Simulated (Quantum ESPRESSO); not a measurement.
## Fixed-spin-moment curve of MnCuAs

How stiff is the total moment of MnCuAs, and does E(M) have further minima?

Method: PBE; plane waves with GBRV 1.5 PBE potentials, no spin-orbit coupling, in Quantum ESPRESSO 7.5.

### 1. Starting point

It takes space group P4/nmm (No. 129, tetragonal). The conventional cell has a = 3.820 Å, b = 3.820 Å, c = 6.318 Å, α = 90.00°, β = 90.00°, γ = 90.00°. Nearest to Cu lie 4 As at 2.54 Å and 4 Cu at 2.70 Å and 4 Mn at 2.83 Å. Nearest to Mn lie 5 As at 2.55 to 2.73 Å and 4 Cu at 2.83 Å. Nearest to As lie 4 Cu at 2.54 Å and 5 Mn at 2.55 to 2.73 Å. Farther neighbours are not listed.

The lattice constants were typed from memory of published values and not checked against a source.

### 2. No moment imposed

pw.in reads:

```
&CONTROL
  calculation = 'scf'
  prefix = 'pwscf'
  outdir = './tmp'
  pseudo_dir = './pseudo'
  disk_io = 'nowf'
/
&SYSTEM
  ibrav = 0
  celldm(1) = 8
  nat = 6
  ntyp = 3
  ecutwfc = 40
  ecutrho = 280
  nbnd = 54
  occupations = 'smearing'
  smearing = 'fd'
  degauss = 0.00367493
  nspin = 2
  starting_magnetization(1) = 0
  starting_magnetization(2) = 0.2333
  starting_magnetization(3) = 0
/
&ELECTRONS
  conv_thr = 1.2d-08
  electron_maxstep = 150
  mixing_beta = 0.3
/
ATOMIC_SPECIES
Cu     63.5460 cu_pbe_v1.2.uspp.F.UPF
Mn     54.9380 mn_pbe_v1.5.uspp.F.UPF
As     74.9216 as_pbe_v1.uspp.F.UPF
CELL_PARAMETERS alat
   0.9023442245088    0.0000000000000    0.0000000000000
   0.0000000000000    0.9023442245088    0.0000000000000
   0.0000000000000    0.0000000000000    1.4924112069232
ATOMIC_POSITIONS crystal
Cu      0.7500000000    0.2500000000    0.0000000000
Cu      0.2500000000    0.7500000000    0.0000000000
Mn      0.2500000000    0.2500000000    0.6700000000
Mn      0.7500000000    0.7500000000    0.3300000000
As      0.2500000000    0.2500000000    0.2660000000
As      0.7500000000    0.7500000000    0.7340000000
K_POINTS automatic
8 8 8 0 0 0
```

The run is started by

```
> OMP_NUM_THREADS=1 mpirun -n 4 pw.x -nk 4 -in pw.in > pw.out
```

Log:

```text
Program PWSCF v.7.5 starts

     Message from routine setup:
     using ibrav=0 with symmetry is DISCOURAGED, use correct ibrav instead

     K-points division:     npool     =       4
     Subspace diagonalization in iterative solution of the eigenvalue problem:

     G-vector sticks info
     --------------------
     sticks:   dense  smooth     PW     G-vecs:    dense   smooth      PW
     Sum        1161     665    197                49191    21305    3599

     Using Slab Decomposition

     bravais-lattice index     =            0
     lattice parameter (alat)  =       8.0000  a.u.
     unit-cell volume          =     622.1612 (a.u.)^3
     number of atoms/cell      =            6
     number of atomic types    =            3
     number of electrons       =        78.00
     number of Kohn-Sham states=           54
     kinetic-energy cutoff     =      40.0000  Ry
     charge density cutoff     =     280.0000  Ry
     scf convergence threshold =      1.2E-08
     mixing beta               =       0.3000
     number of iterations used =            8  plain     mixing
     Exchange-correlation= SLA  PW   PBE  PBE
                           (   1   4   3   4   0   0   0)

     celldm(1)=   8.000000  celldm(2)=   0.000000  celldm(3)=   0.000000
     celldm(4)=   0.000000  celldm(5)=   0.000000  celldm(6)=   0.000000

     crystal axes: (cart. coord. in units of alat)
               a(1) = (   0.902344   0.000000   0.000000 )
               a(2) = (   0.000000   0.902344   0.000000 )
               a(3) = (   0.000000   0.000000   1.492411 )

     reciprocal axes: (cart. coord. in units 2 pi/alat)
               b(1) = (  1.108225  0.000000  0.000000 )
               b(2) = (  0.000000  1.108225  0.000000 )
               b(3) = (  0.000000  0.000000  0.670057 )

     PseudoPot. # 1 for Cu read from file:
     cu_pbe_v1.2.uspp.F.UPF
     Pseudo is Ultrasoft + core correction, Zval = 19.0
     Generated by new atomic code, or converted to UPF format
     Using radial grid of  867 points,  6 beta functions with:
                l(1) =   0
                l(2) =   0
                l(3) =   1
                l(4) =   1
                l(5) =   2
                l(6) =   2
     Q(r) pseudized with  8 coefficients,  rinner =    1.150   1.150   1.150
                                                       1.150   1.150

     PseudoPot. # 2 for Mn read from file:
     mn_pbe_v1.5.uspp.F.UPF
     Pseudo is Ultrasoft + core correction, Zval = 15.0
     Generated by new atomic code, or converted to UPF format
     Using radial grid of  859 points,  6 beta functions with:
                l(1) =   0
                l(2) =   0
                l(3) =   1
                l(4) =   1
                l(5) =   2
                l(6) =   2
     Q(r) pseudized with  8 coefficients,  rinner =    0.950   0.950   0.950
                                                       0.950   0.950

     PseudoPot. # 3 for As read from file:
     as_pbe_v1.uspp.F.UPF
     Pseudo is Ultrasoft + core correction, Zval =  5.0
     Generated by new atomic code, or converted to UPF format
     Using radial grid of  875 points,  6 beta functions with:
                l(1) =   0
                l(2) =   0
                l(3) =   1
                l(4) =   1
                l(5) =   2
                l(6) =   2
     Q(r) pseudized with  8 coefficients,  rinner =    1.300   1.300   1.300
                                                       1.300   1.300

     atomic species   valence    mass     pseudopotential
     Cu               19.00    63.54600     Cu( 1.00)
     Mn               15.00    54.93800     Mn( 1.00)
     As                5.00    74.92160     As( 1.00)

     Starting magnetic structure
     atomic species   magnetization
     Cu              0.000
     Mn              0.233
     As              0.000

     16 Sym. Ops., with inversion, found (12 have fractional translation)

   Cartesian axes

     site n.     atom                  positions (alat units)
         1        Cu     tau(   1) = (   0.6767582   0.2255861   0.0000000  )
         2        Cu     tau(   2) = (   0.2255861   0.6767582   0.0000000  )
         3        Mn     tau(   3) = (   0.2255861   0.2255861   0.9999155  )
         4        Mn     tau(   4) = (   0.6767582   0.6767582   0.4924957  )
         5        As     tau(   5) = (   0.2255861   0.2255861   0.3969814  )
         6        As     tau(   6) = (   0.6767582   0.6767582   1.0954298  )

     number of k points=    75  Fermi-Dirac smearing, width (Ry)=  0.0037
                       cart. coord. in units 2pi/alat
        k(    1) = (   0.0000000   0.0000000   0.0000000), wk =   0.0019531
        k(    2) = (   0.0000000   0.0000000   0.0837571), wk =   0.0039062
        k(    3) = (   0.0000000   0.0000000   0.1675142), wk =   0.0039062
        k(    4) = (   0.0000000   0.0000000   0.2512712), wk =   0.0039062
        k(    5) = (   0.0000000   0.0000000  -0.3350283), wk =   0.0019531
        [... 70 further k-points ...]

     Dense  grid:    49191 G-vectors     FFT dimensions: (  40,  40,  64)

     Smooth grid:    21305 G-vectors     FFT dimensions: (  30,  30,  50)

     Check: negative core charge=   -0.000023
     Generating pointlists ...
     new r_m :   0.2479 (alat units)  1.9832 (a.u.) for type    1
     new r_m :   0.2487 (alat units)  1.9897 (a.u.) for type    2
     new r_m :   0.2479 (alat units)  1.9832 (a.u.) for type    3

     Initial potential from superposition of free atoms

     starting charge      74.9993, renormalised to      78.0000
     Starting wfcs are   60 randomized atomic wfcs

     Self-consistent Calculation

     iteration #  1     ecut=    40.00 Ry     beta= 0.30
     Davidson diagonalization with overlap
     ethr =  1.00E-02,  avg # of iterations =  3.2

     total energy              =   -1305.25771113 Ry
     estimated scf accuracy    <      15.36131337 Ry

     total magnetization       =     3.69 Bohr mag/cell
     absolute magnetization    =     3.94 Bohr mag/cell

     iteration #  2     ecut=    40.00 Ry     beta= 0.30
     Davidson diagonalization with overlap
     ethr =  1.00E-02,  avg # of iterations =  3.0

     total energy              =   -1303.77218305 Ry
     estimated scf accuracy    <      91.02113313 Ry

     total magnetization       =     0.68 Bohr mag/cell
     absolute magnetization    =     0.78 Bohr mag/cell

     iteration #  3     ecut=    40.00 Ry     beta= 0.30
     Davidson diagonalization with overlap
     ethr =  1.00E-02,  avg # of iterations =  2.0

     total energy              =   -1310.37629659 Ry
     estimated scf accuracy    <       2.96838503 Ry

     total magnetization       =     6.31 Bohr mag/cell
     absolute magnetization    =     6.71 Bohr mag/cell

     [... further iterations left out ...]

     iteration # 14     ecut=    40.00 Ry     beta= 0.30
     Davidson diagonalization with overlap
     ethr =  2.62E-09,  avg # of iterations =  5.0

     negative rho (up, down):  0.000E+00 4.296E-04

     total energy              =   -1310.52404924 Ry
     estimated scf accuracy    <       0.00000016 Ry

     total magnetization       =     7.86 Bohr mag/cell
     absolute magnetization    =     8.18 Bohr mag/cell

     iteration # 15     ecut=    40.00 Ry     beta= 0.30
     Davidson diagonalization with overlap
     ethr =  2.07E-10,  avg # of iterations =  3.7

     negative rho (up, down):  0.000E+00 4.298E-04

     total energy              =   -1310.52404931 Ry
     estimated scf accuracy    <       0.00000003 Ry

     total magnetization       =     7.86 Bohr mag/cell
     absolute magnetization    =     8.18 Bohr mag/cell

     iteration # 16     ecut=    40.00 Ry     beta= 0.30
     Davidson diagonalization with overlap
     ethr =  3.47E-11,  avg # of iterations =  4.2

     negative rho (up, down):  0.000E+00 4.299E-04

     total energy              =   -1310.52404932 Ry
     estimated scf accuracy    <       0.00000001 Ry

     total magnetization       =     7.86 Bohr mag/cell
     absolute magnetization    =     8.18 Bohr mag/cell

     iteration # 17     ecut=    40.00 Ry     beta= 0.30
     Davidson diagonalization with overlap
     ethr =  1.71E-11,  avg # of iterations =  2.4

     negative rho (up, down):  0.000E+00 4.299E-04

     Magnetic moment per site  (integrated on atomic sphere of radius R)
     atom   1 (R=0.248)  charge= 17.7698  magn=  0.0508
     atom   2 (R=0.248)  charge= 17.7698  magn=  0.0508
     atom   3 (R=0.249)  charge= 13.2209  magn=  3.6676
     atom   4 (R=0.249)  charge= 13.2209  magn=  3.6676
     atom   5 (R=0.248)  charge=  2.9324  magn= -0.0148
     atom   6 (R=0.248)  charge=  2.9324  magn= -0.0148

     End of self-consistent calculation

     Number of k-points >= 100: set verbosity='high' to print the bands.

     the Fermi energy is    12.8956 ev

!    total energy              =   -1310.52404933 Ry
     estimated scf accuracy    <          3.2E-09 Ry
     smearing contrib. (-TS)   =      -0.00185163 Ry
     internal energy E=F+TS    =   -1310.52219770 Ry

     The total energy is F=E-TS. E is the sum of the following terms:
     one-electron contribution =    -998.29750476 Ry
     hartree contribution      =     534.81539952 Ry
     xc contribution           =    -194.28707208 Ry
     ewald contribution        =    -652.75302038 Ry

     total magnetization       =     7.86 Bohr mag/cell
     absolute magnetization    =     8.18 Bohr mag/cell

     convergence has been achieved in  17 iterations

=------------------------------------------------------------------------------=
   JOB DONE.
=------------------------------------------------------------------------------=
```

Wall time 2.7 min (4 MPI ranks of Arm Neoverse V2, shared host); peak memory 0.78 GiB; 11 min of CPU time.

Spin moment in the atom's sphere by atom:

```
atom  spin moment in the atom's sphere (μB)
 Cu1                                   0.05
 Cu2                                   0.05
 Mn3                                   3.67
 Mn4                                   3.67
 As5                                  -0.01
 As6                                  -0.01
```

Read from the output:

| Quantity | Value |
| --- | --- |
| smearing term TS | 0.02519 eV |
| magnetization | 7.857 μB |
| absolute magnetization | 8.183 μB |
| final state | ferromagnetic |

### 3. Moment fixed at 0 μB

The two spin channels are filled to separate Fermi energies, so that the total moment meets the target. Half of the up one less the down one is the slope dE/dM.

Edit pw.in of step 2 so:

```diff
@@ -14,3 +14,3 @@
   ecutrho = 280
-  nbnd = 54
+  nbnd = 56
   occupations = 'smearing'
@@ -20,4 +20,5 @@
   starting_magnetization(1) = 0
-  starting_magnetization(2) = 0.2333
+  starting_magnetization(2) = 0.0117
   starting_magnetization(3) = 0
+  tot_magnetization = 0
 /
```

Log:

```text
     [... lines left out ...]
Program PWSCF v.7.5 starts
     [... lines left out ...]
     number of atoms/cell      =            6
     [... lines left out ...]
     number of electrons       =        78.00 (up:  39.00, down:  39.00)
     number of Kohn-Sham states=           56
     kinetic-energy cutoff     =      40.0000  Ry
     charge density cutoff     =     280.0000  Ry
     scf convergence threshold =      1.2E-08
     [... lines left out ...]
     16 Sym. Ops., with inversion, found (12 have fractional translation)
     [... lines left out ...]
     number of k points=    75  Fermi-Dirac smearing, width (Ry)=  0.0037
     [... lines left out ...]
     iteration # 21     ecut=    40.00 Ry     beta= 0.30
     [... lines left out ...]
     Magnetic moment per site  (integrated on atomic sphere of radius R)
     atom   1 (R=0.248)  charge= 17.7518  magn= -0.0000
     atom   2 (R=0.248)  charge= 17.7518  magn= -0.0000
     atom   3 (R=0.249)  charge= 13.2781  magn=  0.0001
     atom   4 (R=0.249)  charge= 13.2781  magn=  0.0001
     atom   5 (R=0.248)  charge=  2.8676  magn= -0.0000
     atom   6 (R=0.248)  charge=  2.8676  magn= -0.0000
     [... lines left out ...]
     the spin up/dw Fermi energies are    12.3889   12.3891 ev
!    total energy              =   -1310.33600224 Ry
     estimated scf accuracy    <          3.5E-09 Ry
     smearing contrib. (-TS)   =      -0.01069140 Ry
     [... lines left out ...]
     total magnetization       =     0.00 Bohr mag/cell
     absolute magnetization    =     0.00 Bohr mag/cell
     convergence has been achieved in  21 iterations
```

The job ended after 3.4 min (4 MPI ranks; peak memory 0.81 GiB; 13 min of CPU time).

This step gave:

* magnetization: 0 μB
* absolute magnetization: 0 μB
* half the difference of the two Fermi energies: -0.1 meV
* largest moment: 0 μB

[end of part 1 of 2]

[Logs and program files are shortened in this print: banners, set-up blocks, solver, clock and traceback lines can be left out without a mark of their own.]

[Logs are printed without paths, hosts, clocks, repeated set-up lines and the standing remarks that a program may print on its own settings, such as how far it seeks lower states.]

[Hosts, paths, dates, database ids (printed as entryN), source tags and the programs' standing remarks are cut or masked in the printed files.]

[Where a cell is said to come from a database of computed structures, the database is the Materials Project.]
